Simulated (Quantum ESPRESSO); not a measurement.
# MnSe: spin-resolved density of states

Wanted: the exchange-split electronic structure of MnSe.

Method: LDA with U = 4 eV on Mn d (ortho-atomic projectors); plane waves with GBRV 1.5 LDA potentials, no spin-orbit coupling, in Quantum ESPRESSO 7.5.

The database entry behind the starting cell differs from later determinations by our own check (about 0.4 % short), so it need not match the best structure at ambient conditions.

## (1) Set-up

Symmetry: Fm-3m, No. 225, cubic system. Conventional cell: a = 5.440 Å, b = 5.440 Å, c = 5.440 Å, α = 90.00°, β = 90.00°, γ = 90.00°. Nearest to Mn lie 6 Se at 2.72 Å. Nearest to Se lie 6 Mn at 2.72 Å. Farther neighbours and most contacts between anions are not listed.

The cell comes from the Crystallography Open Database.

## (2) The magnetic state

This state came out lowest in a comparison of starts that is told elsewhere.

pw.in

```
&CONTROL
  calculation = 'scf'
  prefix = 'pwscf'
  outdir = './tmp'
  pseudo_dir = './pseudo'
  disk_io = 'low'
/
&SYSTEM
  ibrav = 0
  celldm(1) = 8
  nat = 4
  ntyp = 3
  ecutwfc = 40
  ecutrho = 280
  nbnd = 34
  occupations = 'smearing'
  smearing = 'fd'
  degauss = 0.00367493
  nspin = 2
  starting_magnetization(1) = 0.3
  starting_magnetization(2) = -0.3
  starting_magnetization(3) = 0
/
&ELECTRONS
  conv_thr = 8d-09
  electron_maxstep = 150
  mixing_beta = 0.3
/
ATOMIC_SPECIES
Mn1    54.9380 mn_lda_v1.5.uspp.F.UPF
Mn2    54.9380 mn_lda_v1.5.uspp.F.UPF
Se     78.9710 se_lda_v1.uspp.F.UPF
CELL_PARAMETERS alat
   0.0000000000000    0.6425068823728    0.6425068823728
   0.6425068823728    0.0000000000000    0.6425068823728
   1.2850137647455    1.2850137647455    0.0000000000000
ATOMIC_POSITIONS crystal
Mn1     0.0000000000    0.0000000000    0.0000000000
Mn2     0.0000000000    0.0000000000    0.5000000000
Se      0.5000000000    0.5000000000    0.2500000000
Se      0.5000000000    0.5000000000    0.7500000000
K_POINTS automatic
6 6 3 0 0 0
HUBBARD {ortho-atomic}
U Mn1-3d 4.0000
U Mn2-3d 4.0000
```

Command:

```bash
> OMP_NUM_THREADS=1 mpirun -n 4 pw.x -nk 4 -in pw.in > pw.out
```

The program printed:

```text
Program PWSCF v.7.5 starts

     Message from routine setup:
     using ibrav=0 with symmetry is DISCOURAGED, use correct ibrav instead

     K-points division:     npool     =       4
     Subspace diagonalization in iterative solution of the eigenvalue problem:

     bravais-lattice index     =            0
     lattice parameter (alat)  =       8.0000  a.u.
     unit-cell volume          =     543.2044 (a.u.)^3
     number of atoms/cell      =            4
     number of atomic types    =            3
     number of electrons       =        42.00
     number of Kohn-Sham states=           34
     kinetic-energy cutoff     =      40.0000  Ry
     charge density cutoff     =     280.0000  Ry
     scf convergence threshold =      8.0E-09
     mixing beta               =       0.3000
     number of iterations used =            8  plain     mixing
     Exchange-correlation= SLA  PZ   NOGX NOGC
                           (   1   1   0   0   0   0   0)
     Hubbard projectors: ortho-atomic
     Hubbard parameters of DFT+U (Dudarev formulation) in eV:
     U(Mn1-3d) =  4.0000
     U(Mn2-3d) =  4.0000

     Internal variables: lda_plus_u =T, lda_plus_u_kind = 0

     Internal variables: orbital_resolved =F, hub_pot_fix =F, apply_U = F

     celldm(1)=   8.000000  celldm(2)=   0.000000  celldm(3)=   0.000000
     celldm(4)=   0.000000  celldm(5)=   0.000000  celldm(6)=   0.000000

     crystal axes: (cart. coord. in units of alat)
               a(1) = (   0.000000   0.642507   0.642507 )
               a(2) = (   0.642507   0.000000   0.642507 )
               a(3) = (   1.285014   1.285014   0.000000 )

     reciprocal axes: (cart. coord. in units 2 pi/alat)
               b(1) = ( -0.778202  0.778202  0.778202 )
               b(2) = (  0.778202 -0.778202  0.778202 )
               b(3) = (  0.389101  0.389101 -0.389101 )

     PseudoPot. # 1 for Mn read from file:
     mn_lda_v1.5.uspp.F.UPF
     Pseudo is Ultrasoft + core correction, Zval = 15.0

     PseudoPot. # 2 for Mn read from file:
     mn_lda_v1.5.uspp.F.UPF
     Pseudo is Ultrasoft + core correction, Zval = 15.0

     PseudoPot. # 3 for Se read from file:
     se_lda_v1.uspp.F.UPF
     Pseudo is Ultrasoft + core correction, Zval =  6.0

     atomic species   valence    mass     pseudopotential
     Mn1              15.00    54.93800     Mn( 1.00)
     Mn2              15.00    54.93800     Mn( 1.00)
     Se                6.00    78.97100     Se( 1.00)

     Starting magnetic structure
     atomic species   magnetization
     Mn1             0.300
     Mn2            -0.300
     Se              0.000

     12 Sym. Ops., with inversion, found

   Cartesian axes

     site n.     atom                  positions (alat units)
         1        Mn1    tau(   1) = (   0.0000000   0.0000000   0.0000000  )
         2        Mn2    tau(   2) = (   0.6425069   0.6425069   0.0000000  )
         3        Se     tau(   3) = (   0.6425069   0.6425069   0.6425069  )
         4        Se     tau(   4) = (   1.2850138   1.2850138   0.6425069  )

     number of k points=    16  Fermi-Dirac smearing, width (Ry)=  0.0037
                       cart. coord. in units 2pi/alat
        k(    1) = (   0.0000000   0.0000000   0.0000000), wk =   0.0092593
        k(    2) = (   0.1297003   0.1297003  -0.1297003), wk =   0.0185185
        k(    3) = (   0.1297003  -0.1297003   0.1297003), wk =   0.0555556
        k(    4) = (   0.2594006   0.0000000  -0.0000000), wk =   0.0555556
        k(    5) = (  -0.0000000  -0.2594006   0.2594006), wk =   0.0555556
        [... 11 further k-points ...]

     Dense  grid:    43089 G-vectors     FFT dimensions: (  40,  40,  80)

     Smooth grid:    18641 G-vectors     FFT dimensions: (  30,  30,  60)

     Check: negative core charge=   -0.000028
     Generating pointlists ...
     new r_m :   0.2650 (alat units)  2.1203 (a.u.) for type    1
     new r_m :   0.2650 (alat units)  2.1203 (a.u.) for type    2
     new r_m :   0.2650 (alat units)  2.1203 (a.u.) for type    3

     Initial potential from superposition of free atoms

     starting charge      40.9997, renormalised to      42.0000

     STARTING HUBBARD OCCUPATIONS:

     =================== HUBBARD OCCUPATIONS ===================
     ------------------------ ATOM    1 ------------------------
     Tr[ns(  1)] (up, down, total) =   5.00000  0.00000  5.00000
     Atomic magnetic moment for atom   1 =   5.00000
     [... lines left out ...]
     ------------------------ ATOM    2 ------------------------
     Tr[ns(  2)] (up, down, total) =   0.00000  5.00000  5.00000
     Atomic magnetic moment for atom   2 =  -5.00000
     [... lines left out ...]
     Number of occupied Hubbard levels =   10.0000

     Atomic wfc used for Hubbard projectors are orthogonalized

     Starting wfcs are   34 randomized atomic wfcs

     Self-consistent Calculation

     iteration #  1     ecut=    40.00 Ry     beta= 0.30
     Davidson diagonalization with overlap
     ethr =  1.00E-02,  avg # of iterations =  4.7

     =================== HUBBARD OCCUPATIONS ===================
     ------------------------ ATOM    1 ------------------------
     Tr[ns(  1)] (up, down, total) =   4.86765  0.16281  5.03046
     Atomic magnetic moment for atom   1 =   4.70484
     [... lines left out ...]
     ------------------------ ATOM    2 ------------------------
     Tr[ns(  2)] (up, down, total) =   0.16282  4.86751  5.03034
     Atomic magnetic moment for atom   2 =  -4.70469
     [... lines left out ...]
     Number of occupied Hubbard levels =   10.0608

     total energy              =    -508.47700772 Ry
     estimated scf accuracy    <       0.92701494 Ry

     total magnetization       =    -0.00 Bohr mag/cell
     absolute magnetization    =     9.38 Bohr mag/cell

     iteration #  2     ecut=    40.00 Ry     beta= 0.30
     Davidson diagonalization with overlap
     ethr =  2.21E-03,  avg # of iterations =  2.0

     total energy              =    -508.63464561 Ry
     estimated scf accuracy    <       0.04044488 Ry

     total magnetization       =    -0.00 Bohr mag/cell
     absolute magnetization    =     9.39 Bohr mag/cell

     [... further iterations left out ...]

     iteration # 12     ecut=    40.00 Ry     beta= 0.30
     Davidson diagonalization with overlap
     ethr =  8.37E-11,  avg # of iterations =  3.5

     negative rho (up, down):  3.937E-04 3.937E-04

     total energy              =    -508.64726159 Ry
     estimated scf accuracy    <       0.00000003 Ry

     total magnetization       =     0.00 Bohr mag/cell
     absolute magnetization    =     9.37 Bohr mag/cell

     iteration # 13     ecut=    40.00 Ry     beta= 0.30
     Davidson diagonalization with overlap
     ethr =  6.63E-11,  avg # of iterations =  2.2

     negative rho (up, down):  3.937E-04 3.937E-04

     Magnetic moment per site  (integrated on atomic sphere of radius R)
     atom   1 (R=0.265)  charge= 13.3315  magn=  4.4333
     atom   2 (R=0.265)  charge= 13.3315  magn= -4.4333
     atom   3 (R=0.265)  charge=  4.3973  magn=  0.0000
     atom   4 (R=0.265)  charge=  4.3973  magn=  0.0000

     End of self-consistent calculation

     =================== HUBBARD OCCUPATIONS ===================
     ------------------------ ATOM    1 ------------------------
     Tr[ns(  1)] (up, down, total) =   4.96806  0.32849  5.29655
     Atomic magnetic moment for atom   1 =   4.63957
     [... lines left out ...]
     ------------------------ ATOM    2 ------------------------
     Tr[ns(  2)] (up, down, total) =   0.32849  4.96806  5.29655
     Atomic magnetic moment for atom   2 =  -4.63957
     [... lines left out ...]
     Number of occupied Hubbard levels =   10.5931

     [... lines left out ...]
     the Fermi energy is     9.3881 ev

!    total energy              =    -508.64726160 Ry
     estimated scf accuracy    <          1.5E-10 Ry
     smearing contrib. (-TS)   =      -0.00000001 Ry
     internal energy E=F+TS    =    -508.64726159 Ry

     The total energy is F=E-TS. E is the sum of the following terms:
     one-electron contribution =    -280.79531154 Ry
     hartree contribution      =     154.41098040 Ry
     xc contribution           =    -111.38846653 Ry
     ewald contribution        =    -270.97003916 Ry
     Hubbard energy            =       0.09557523 Ry

     total magnetization       =     0.00 Bohr mag/cell
     absolute magnetization    =     9.37 Bohr mag/cell

     convergence has been achieved in  13 iterations

=------------------------------------------------------------------------------=
   JOB DONE.
=------------------------------------------------------------------------------=
```

It took 16 s on 4 MPI ranks of Arm Neoverse V2, shared host; peak memory 0.49 GiB.

Spin moment in the atom's sphere by atom:

```
atom  spin moment in the atom's sphere (μB)
 Mn1                                   4.43
 Mn2                                  -4.43
 Se3                                   0.00
 Se4                                   0.00
```

Numbers from this step:

```yaml
smearing_term_ts: 1.14e-7 eV
magnetization: 0 μB
absolute_magnetization: 9.37 μB
final_state: antiferromagnetic
```

## (3) Post-processing

projwfc.in

```
&PROJWFC
  prefix = 'pwscf'
  outdir = './tmp'
  filpdos = 'pdos'
  ngauss = 0
  degauss = 0.01
  DeltaE = 0.05
  Emin = 0.39
  Emax = 14.39
/
```

Command:

```bash
> OMP_NUM_THREADS=1 mpirun -n 4 projwfc.x -nk 4 -in projwfc.in > projwfc.out
```

The program printed:

```text
[banner, memory and clock lines left out]
Program PROJWFC v.7.5 starts

     [... lines left out ...]
     IMPORTANT: XC functional enforced from input :
     Exchange-correlation= PZ
                           (   1   1   0   0   0   0   0)
     Any further DFT definition will be discarded
     Please, verify this is what you really want

     G-vector sticks info

     Check: negative core charge=   -0.000028

     negative rho (up, down):  3.937E-04 3.937E-04

     Gaussian broadening (read from input): ngauss,degauss=   0    0.010000

     Calling projwave ....

  Problem Sizes
  natomwfc =           34
  nbnd     =           34
  nkstot   =           32
  npwx     =         2381
  nkb      =           72

     Atomic states used for projection
     (read from pseudopotential files):

     state #   1: atom   1 (Mn1), wfc  1 (l=0 m= 1)
     state #   2: atom   1 (Mn1), wfc  2 (l=1 m= 1)
     state #   3: atom   1 (Mn1), wfc  2 (l=1 m= 2)
     state #   4: atom   1 (Mn1), wfc  2 (l=1 m= 3)
     state #   5: atom   1 (Mn1), wfc  3 (l=0 m= 1)
     state #   6: atom   1 (Mn1), wfc  4 (l=2 m= 1)
     state #   7: atom   1 (Mn1), wfc  4 (l=2 m= 2)
     state #   8: atom   1 (Mn1), wfc  4 (l=2 m= 3)
     state #   9: atom   1 (Mn1), wfc  4 (l=2 m= 4)
     state #  10: atom   1 (Mn1), wfc  4 (l=2 m= 5)
     state #  11: atom   1 (Mn1), wfc  5 (l=1 m= 1)
     state #  12: atom   1 (Mn1), wfc  5 (l=1 m= 2)
     state #  13: atom   1 (Mn1), wfc  5 (l=1 m= 3)
     state #  14: atom   2 (Mn2), wfc  1 (l=0 m= 1)
     state #  15: atom   2 (Mn2), wfc  2 (l=1 m= 1)
     state #  16: atom   2 (Mn2), wfc  2 (l=1 m= 2)
     state #  17: atom   2 (Mn2), wfc  2 (l=1 m= 3)
     state #  18: atom   2 (Mn2), wfc  3 (l=0 m= 1)
     state #  19: atom   2 (Mn2), wfc  4 (l=2 m= 1)
     state #  20: atom   2 (Mn2), wfc  4 (l=2 m= 2)
     state #  21: atom   2 (Mn2), wfc  4 (l=2 m= 3)
     state #  22: atom   2 (Mn2), wfc  4 (l=2 m= 4)
     state #  23: atom   2 (Mn2), wfc  4 (l=2 m= 5)
     state #  24: atom   2 (Mn2), wfc  5 (l=1 m= 1)
     state #  25: atom   2 (Mn2), wfc  5 (l=1 m= 2)
     state #  26: atom   2 (Mn2), wfc  5 (l=1 m= 3)
     state #  27: atom   3 (Se ), wfc  1 (l=0 m= 1)
     state #  28: atom   3 (Se ), wfc  2 (l=1 m= 1)
     state #  29: atom   3 (Se ), wfc  2 (l=1 m= 2)
     state #  30: atom   3 (Se ), wfc  2 (l=1 m= 3)
     state #  31: atom   4 (Se ), wfc  1 (l=0 m= 1)
     state #  32: atom   4 (Se ), wfc  2 (l=1 m= 1)
     state #  33: atom   4 (Se ), wfc  2 (l=1 m= 2)
     state #  34: atom   4 (Se ), wfc  2 (l=1 m= 3)

 [... projections of the bands left out ...]

Lowdin Charges:

     Atom #   1: total charge =  15.0397, s =  2.5247, p =  7.2185, d =  5.2966,
                 spin up      =   9.8715, s =  1.2801,
                 spin up      =   9.8715, p =  3.6233, pz=  1.2078, px=  1.2078, py=  1.2078,
                 spin up      =   9.8715, d =  4.9681, dz2=  0.9897, dxz=  0.9962, dyz=  0.9962, dx2-y2=  0.9897, dxy=  0.9962,
                 spin down    =   5.1682, s =  1.2445,
                 spin down    =   5.1682, p =  3.5952, pz=  1.1984, px=  1.1984, py=  1.1984,
                 spin down    =   5.1682, d =  0.3285, dz2=  0.1293, dxz=  0.0233, dyz=  0.0233, dx2-y2=  0.1293, dxy=  0.0233,
                 polarization =   4.7033, s =  0.0356, p =  0.0281, d =  4.6396,
     Atom #   2: total charge =  15.0397, s =  2.5247, p =  7.2185, d =  5.2966,
                 spin up      =   5.1682, s =  1.2445,
                 spin up      =   5.1682, p =  3.5952, pz=  1.1984, px=  1.1984, py=  1.1984,
                 spin up      =   5.1682, d =  0.3285, dz2=  0.1293, dxz=  0.0233, dyz=  0.0233, dx2-y2=  0.1293, dxy=  0.0233,
                 spin down    =   9.8715, s =  1.2801,
                 spin down    =   9.8715, p =  3.6233, pz=  1.2078, px=  1.2078, py=  1.2078,
                 spin down    =   9.8715, d =  4.9681, dz2=  0.9897, dxz=  0.9962, dyz=  0.9962, dx2-y2=  0.9897, dxy=  0.9962,
                 polarization =  -4.7033, s = -0.0356, p = -0.0281, d = -4.6396,
     Atom #   3: total charge =   5.9344, s =  1.5752, p =  4.3592, d =  0.0000,
                 spin up      =   2.9672, s =  0.7876,
                 spin up      =   2.9672, p =  2.1796, pz=  0.7265, px=  0.7265, py=  0.7265,
                 spin up      =   2.9672, d =  0.0000, dz2=  0.0000, dxz=  0.0000, dyz=  0.0000, dx2-y2=  0.0000, dxy=  0.0000,
                 spin down    =   2.9672, s =  0.7876,
                 spin down    =   2.9672, p =  2.1796, pz=  0.7265, px=  0.7265, py=  0.7265,
                 spin down    =   2.9672, d =  0.0000, dz2=  0.0000, dxz=  0.0000, dyz=  0.0000, dx2-y2=  0.0000, dxy=  0.0000,
                 polarization =   0.0000, s = -0.0000, p =  0.0000, d =  0.0000,
     Atom #   4: total charge =   5.9344, s =  1.5752, p =  4.3592, d =  0.0000,
                 spin up      =   2.9672, s =  0.7876,
                 spin up      =   2.9672, p =  2.1796, pz=  0.7265, px=  0.7265, py=  0.7265,
                 spin up      =   2.9672, d =  0.0000, dz2=  0.0000, dxz=  0.0000, dyz=  0.0000, dx2-y2=  0.0000, dxy=  0.0000,
                 spin down    =   2.9672, s =  0.7876,
                 spin down    =   2.9672, p =  2.1796, pz=  0.7265, px=  0.7265, py=  0.7265,
                 spin down    =   2.9672, d =  0.0000, dz2=  0.0000, dxz=  0.0000, dyz=  0.0000, dx2-y2=  0.0000, dxy=  0.0000,
                 polarization =   0.0000, s = -0.0000, p =  0.0000, d =  0.0000,
     Spilling Parameter:   0.0012
```

Run time: 1.4 s. Hardware: 4 MPI ranks; peak memory 0.08 GiB; 5.3 s of CPU time.

The density of states has structure finer than the step of the table below, so its rows give means over 0.5 eV, whole bins alone (the curve runs from -9.00 to 5.05 eV). Peaks (eV: height): up = down -5.95: 6.39, -5.55: 5.74, -4.80: 3.22, 2.45: 5.33; Mn1 d up -5.95: 5.02, -5.55: 4.96, -4.80: 1.35; Mn1 d down 1.60: 1.73, 2.45: 4.51; Mn2 d up 1.60: 1.73, 2.45: 4.51; Mn2 d down -5.95: 5.02, -5.55: 4.96, -4.80: 1.35.

Gaussian broadening of 0.136 eV on the SCF mesh. Table of density of states by energy, zero at the Fermi level; means over each step; values in states/eV/cell:

```
energy (eV)  up = down  Mn1 d up  Mn1 d down  Mn2 d up  Mn2 d down  Se3 p up  Se3 p down
       -7.5          0         0           0         0           0         0           0
       -7.0     0.0572    0.0193      4.9e-4    4.9e-4      0.0193    0.0131      0.0131
       -6.5       1.39     0.733     0.00603   0.00603       0.733     0.222       0.222
       -6.0       4.49      3.42      0.0121    0.0121        3.42     0.386       0.386
       -5.5       4.00      3.44      0.0181    0.0181        3.44     0.184       0.184
       -5.0       1.45     0.706      0.0220    0.0220       0.706     0.227       0.227
       -4.5       1.72     0.597      0.0333    0.0333       0.597     0.348       0.348
       -4.0      0.758     0.162      0.0205    0.0205       0.162     0.193       0.193
       -3.5       1.52     0.167      0.0518    0.0518       0.167     0.463       0.463
       -3.0       1.05    0.0500      0.0467    0.0467      0.0500     0.367       0.367
       -2.5       1.61     0.146      0.0958    0.0958       0.146     0.541       0.541
       -2.0       1.59     0.181       0.112     0.112       0.181     0.527       0.527
       -1.5       1.60     0.173       0.154     0.154       0.173     0.568       0.568
       -1.0      0.706    0.0651      0.0576    0.0576      0.0651     0.272       0.272
       -0.5     0.0575   0.00509     0.00103   0.00103     0.00509    0.0243      0.0243
        0.0          0         0           0         0           0         0           0
        0.5     0.0433    7.9e-5      6.2e-4    6.2e-4      7.9e-5    1.9e-4      1.9e-4
        1.0     0.0335    9.9e-5     0.00856   0.00855      9.9e-5    1.6e-4      1.6e-4
        1.5       1.78   0.00443        1.07      1.07     0.00443    0.0123      0.0123
        2.0       2.47   0.00428        1.87      1.87     0.00428    0.0389      0.0389
        2.5       4.68   0.00632        3.94      3.94     0.00632    0.0943      0.0943
        3.0       1.78   0.00647        1.31      1.31     0.00647    0.0953      0.0953
        3.5      0.933   0.00294       0.277     0.277     0.00294    0.0385      0.0385
        4.0       1.33   0.00288       0.129     0.129     0.00288    0.0610      0.0610
        4.5      0.775   0.00430       0.114     0.114     0.00430    0.0663      0.0663
```

## (4) What came out

- state: antiferromagnetic
- largest moment in a sphere: 4.43 μB

What this shows: The most distinct maxima of the density of states (up = down) lie at -5.95, -5.55, -4.80, 1.60 and 2.45 eV, the highest at -5.95 eV. These are Kohn–Sham states without spin–orbit coupling, on the mesh of the self-consistent run. The moments are opposed on like sites, so the totals of the two spins are equal and the projections on single atoms show the splitting.

[Logs and program files are shortened in this print: banners, set-up blocks, solver, clock and traceback lines can be left out without a mark of their own.]

[Logs are printed without paths, hosts, clocks, repeated set-up lines and the standing remarks that a program may print on its own settings, such as how far it seeks lower states.]

[Hosts, paths, dates, database ids (printed as entryN), source tags and the programs' standing remarks are cut or masked in the printed files.]

[Where a cell is said to come from a database of computed structures, the database is the Materials Project.]
